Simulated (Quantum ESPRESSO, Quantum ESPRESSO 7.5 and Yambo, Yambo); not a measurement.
## NH4Br (P-43m): one start, several treatments of the self-energy

Wanted: the gap of NH4Br (P-43m) under several approximations, with cost.

Method: PBEsol and many-body steps on it, plane waves, in Quantum ESPRESSO 7.5 and Yambo 5.3.0.

This is a report of a sequence of runs, with most program output left out.

### Step 1. The structure

Symmetry: P-43m, No. 215, cubic system. The conventional cell has a = 4.000 Å, b = 4.000 Å, c = 4.000 Å, α = 90.00°, β = 90.00°, γ = 90.00°. Nearest to H lie 1 N at 1.03 Å. Nearest to Br lie 4 H at 2.44 Å. Nearest to N lie 4 H at 1.03 Å. Farther neighbours and most contacts between anions are not listed.

The cell and positions come from the Crystallography Open Database and are kept as given unless a step says otherwise.

### Step 2. Empty states on the mesh, 4×4×4 mesh, 274 bands

This step: Quantum ESPRESSO 7.5; DFT, PBEsol, plane waves, norm-conserving pseudopotentials.

The sums over transitions need many empty states on a uniform mesh; this step solves for them.

The input, pw.in:

```
&control
  calculation = 'nscf'
  prefix = 'x'
  outdir = 'o'
  pseudo_dir = 'pseudo'
/
&system
  ibrav = 0
  nat = 6
  ntyp = 3
  ecutwfc = 72.0
  nbnd = 274
  force_symmorphic = .true.
/
&electrons
  conv_thr = 1e-9
  electron_maxstep = 80
  diago_full_acc = .true.
  diago_thr_init = 5e-6
/
ATOMIC_SPECIES
  H 1.008 H.upf
  Br 79.904 Br.upf
  N 14.007 N.upf
CELL_PARAMETERS angstrom
  4.0000000000 0.0000000000 0.0000000000
  0.0000000000 4.0000000000 0.0000000000
  0.0000000000 0.0000000000 4.0000000000
ATOMIC_POSITIONS crystal
  H 0.1480000000 0.1480000000 0.1480000000
  H 0.1480000000 0.8520000000 0.8520000000
  H 0.8520000000 0.8520000000 0.1480000000
  H 0.8520000000 0.1480000000 0.8520000000
  Br 0.5000000000 0.5000000000 0.5000000000
  N 0.0000000000 0.0000000000 0.0000000000
K_POINTS automatic
  4 4 4 0 0 0
```

Launch:

```
$ OMP_NUM_THREADS=1 mpirun -n 4 pw.x -nk 4 -in pw.in > pw.out
```

Elapsed: 43 s, on 4 MPI ranks of Arm Neoverse V1, shared host; peak memory 0.63 GiB.

This step gave:

- gap: 4.097 eV
- k of the valence top: 0, -0.5, -0.5
- k of the conduction bottom: 0, 0, 0
- least direct gap: 4.185 eV
- k points computed: 10
- lowest point of the top converged band, above the valence top: 135.4085 eV

On this mesh the gap is 4.097 eV.

The density comes from a self-consistent run that is not shown.

### Step 3. Conversion and set-up

This step: Yambo 5.3.0; conversion and set-up on PBEsol, plane waves, norm-conserving pseudopotentials.

The states are converted to the many-body program's format and the q mesh is built.

Launch:

```
$ (cd o/x.save; p2y > p2y.log; mv SAVE ../..); yambo > setup.log
```

Run time: 2.8 s. Hardware: 1 MPI rank; peak memory 0.25 GiB.

### Step 4. G0W0, Godby-Needs plasmon pole

G0W0 replaces the xc potential by the self-energy, built once from these orbitals. Only a window of levels is corrected, while the sums run over the empty bands that the input names.

This step: G0W0 on PBEsol, plane waves, norm-conserving pseudopotentials.

The input, gw2.in:

```
HF_and_locXC
gw0
dyson
ppa
em1d
rim_cut
RandQpts= 1000000
RandGvec= 1 RL
EXXRLvcs= 72 Ry
VXCRLvcs= 288 Ry
Chimod= "HARTREE"
% BndsRnXp
 1 | 116 |
%
NGsBlkXp= 10.5 Ry
% LongDrXp
 1 | 1 | 1 |
%
% GbndRnge
 1 | 116 |
%
DysSolver= "n"
ExtendOut
PPAPntXp= 27.21138 eV
% QPkrange
 6 | 6 | 7 | 10 |
 1 | 1 | 7 | 10 |
%
```

Launch:

```
$ OMP_NUM_THREADS=1 mpirun -n 4 yambo -F gw2.in -J gw2 -C gw2 > gw2.log
```

The job ended after 91 s (4 MPI ranks; peak memory 1.6 GiB).

Numbers from this step:

* G0W0 gap on the points computed: 6.523 eV
* starting gap on the mesh: 4.097 eV
* k of the valence top: 0, -0.5, -0.5
* k of the conduction bottom: 0, 0, 0
* least direct G0W0 gap on the computed points: 6.592 eV
* Z at the valence top: 0.8178
* Z at the conduction bottom: 0.8531

The gap on the mesh goes from 4.10 eV to 6.52 eV, a correction of +2.43 eV.

### Step 5. One-shot COHSEX

This step: one-shot COHSEX on PBEsol, plane waves, norm-conserving pseudopotentials.

The input, gw4.in:

```
HF_and_locXC
gw0
dyson
cohsex
em1s
rim_cut
RandQpts= 1000000
RandGvec= 1 RL
EXXRLvcs= 72 Ry
VXCRLvcs= 288 Ry
Chimod= "HARTREE"
% BndsRnXs
 1 | 116 |
%
NGsBlkXs= 10.5 Ry
% LongDrXs
 1 | 1 | 1 |
%
% GbndRnge
 1 | 116 |
%
DysSolver= "n"
ExtendOut
% QPkrange
 6 | 6 | 7 | 10 |
 1 | 1 | 7 | 10 |
%
```

Launch:

```
$ OMP_NUM_THREADS=1 mpirun -n 4 yambo -F gw4.in -J gw4 -C gw4 > gw4.log
```

Wall time 47 s (4 MPI ranks); peak memory 1.6 GiB.

Numbers from this step:

| Item | Value |
| --- | --- |
| quasiparticle gap on the points computed | 7.791 eV |
| starting gap on the mesh | 4.097 eV |
| k of the valence top | 0, -0.5, -0.5 |
| k of the conduction bottom | 0, 0, 0 |
| least direct quasiparticle gap on the computed points | 7.935 eV |
| Z at the valence top | 1 |
| Z at the conduction bottom | 1 |

Against G0W0 in Yambo (4×4×4 mesh, 116 bands, screening to 142.9 eV, Godby-Needs plasmon pole), the gap moves by +1.268 eV.

### Step 6. One-shot Hartree-Fock

This step: one-shot Hartree-Fock on PBEsol, plane waves, norm-conserving pseudopotentials.

The input, gw5.in:

```
HF_and_locXC
rim_cut
RandQpts= 1000000
RandGvec= 1 RL
EXXRLvcs= 72 Ry
VXCRLvcs= 288 Ry
% QPkrange
 6 | 6 | 7 | 10 |
 1 | 1 | 7 | 10 |
%
```

Launch:

```
$ OMP_NUM_THREADS=1 mpirun -n 4 yambo -F gw5.in -J gw5 -C gw5 > gw5.log
```

The job ended after 3.5 s (4 MPI ranks; peak memory 1.4 GiB).

This step gave:

```
quasiparticle gap on the mesh                         : 12.01 eV
starting gap on the mesh                              : 4.097 eV
k of the valence top                                  : 0, -0.5, -0.5
k of the conduction bottom                            : 0, 0, 0
least direct quasiparticle gap on the computed points : 12.10 eV
```

Against G0W0 in Yambo (4×4×4 mesh, 116 bands, screening to 142.9 eV, Godby-Needs plasmon pole), the gap moves by +5.489 eV.

### Step 7. Side by side

Times are wall times on 4 MPI ranks of Arm Neoverse V1, shared host, good to a factor of about two.

| run | mesh | bands | screening cutoff (eV) | DFT gap (eV) | gap on the mesh (eV) | direct (eV) | time |
| --- | --- | --- | --- | --- | --- | --- | --- |
| G0W0, Godby-Needs plasmon pole | 4×4×4 | 116 | 142.9 | 4.097 | 6.523 | 6.592 | 91 s |
| one-shot COHSEX | 4×4×4 | 116 | 142.9 | 4.097 | 7.791 | 7.935 | 47 s |
| one-shot Hartree-Fock | 4×4×4 | - | - | 4.097 | 12.012 | 12.104 | 3.5 s |

### Step 8. What came out

* G0W0, Godby-Needs plasmon pole: 6.523 eV
* one-shot COHSEX: 7.791 eV
* one-shot Hartree-Fock: 12.012 eV
* known limits: not at the basis limit; no spin-orbit coupling; coarse k mesh

What this shows: One-shot COHSEX: +1.268 eV against G0W0, Godby-Needs plasmon pole. One-shot Hartree-Fock: +5.489 eV against G0W0, Godby-Needs plasmon pole. Bare exchange alone opens the gap to 12.01 eV; against G0W0, correlation takes back 5.49 eV. Static COHSEX lies above G0W0: it lacks the factor Z and overstates the Coulomb hole of the filled states. Bands and cutoff are finite, so the gap is not at the basis limit. The miss can reach some tenths of an eV and take either sign; the mesh is an error of its own. The 4×4×4 mesh is coarse for this cell, which bears on the long-range parts of exchange and screening. The many-body steps are scalar-relativistic: spin-orbit coupling is not in them.

[Paths, hosts, dates, memory and timing lines, banners, echoed tables and standing remarks are left out of the program output.]

[Logs are printed without paths, hosts, clocks, repeated set-up lines and the standing remarks that a program may print on its own settings, such as how far it seeks lower states.]

[Runs of the session that timed out or met a known fault of the program may be left out.]

[Hosts, paths, dates, database ids (printed as entryN), source tags and the programs' standing remarks are cut or masked in the printed files.]
